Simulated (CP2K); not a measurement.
The F K edge of fluorosilane was computed by TDDFT (CP2K XAS_TDP, aug-pc-2, TDA) at these levels: BHandHLYP, PBE0, PBEh(45%) and PBEh(45%) + GW2X. The first three lines of F1 (bonded to Si) with a strength over 0.0015, energy in eV and strength:

```
run           first          second           third
  1  684.57 (0.010)  686.29 (0.005)  686.54 (0.018)
  2  681.46 (0.010)  683.22 (0.004)  683.44 (0.015)
  3  686.80 (0.010)  688.56 (0.004)  688.77 (0.015)
  4  671.47 (0.006)  672.70 (0.002)  673.10 (0.007)
```

**Question.** Which run is which?

Run 1: BHandHLYP (50 % exact exchange). Run 2: PBEh(45%) (45 % exact exchange). Run 3: PBEh(45%) + GW2X (45 % exact exchange). Run 4: PBE0 (25 % exact exchange). Self-interaction lifts the core level, so the uncorrected lines rise with the share of exact exchange. The GW2X run keeps the spacings of its parent: 1.76 eV between the first two lines in run 3, 1.76 eV in run 2. Its shift is +5.34 eV, since the Kohn–Sham level at this share of exchange lies that far above the quasiparticle level.

[Banner, clock and machine lines of the logs are left out without a mark of their own.]

[Logs are printed without paths, hosts, clocks, repeated set-up lines and the standing remarks that a program may print on its own settings, such as how far it seeks lower states.]

[Hosts, paths, dates, database ids (printed as entryN), source tags and the programs' standing remarks are cut or masked in the printed files.]
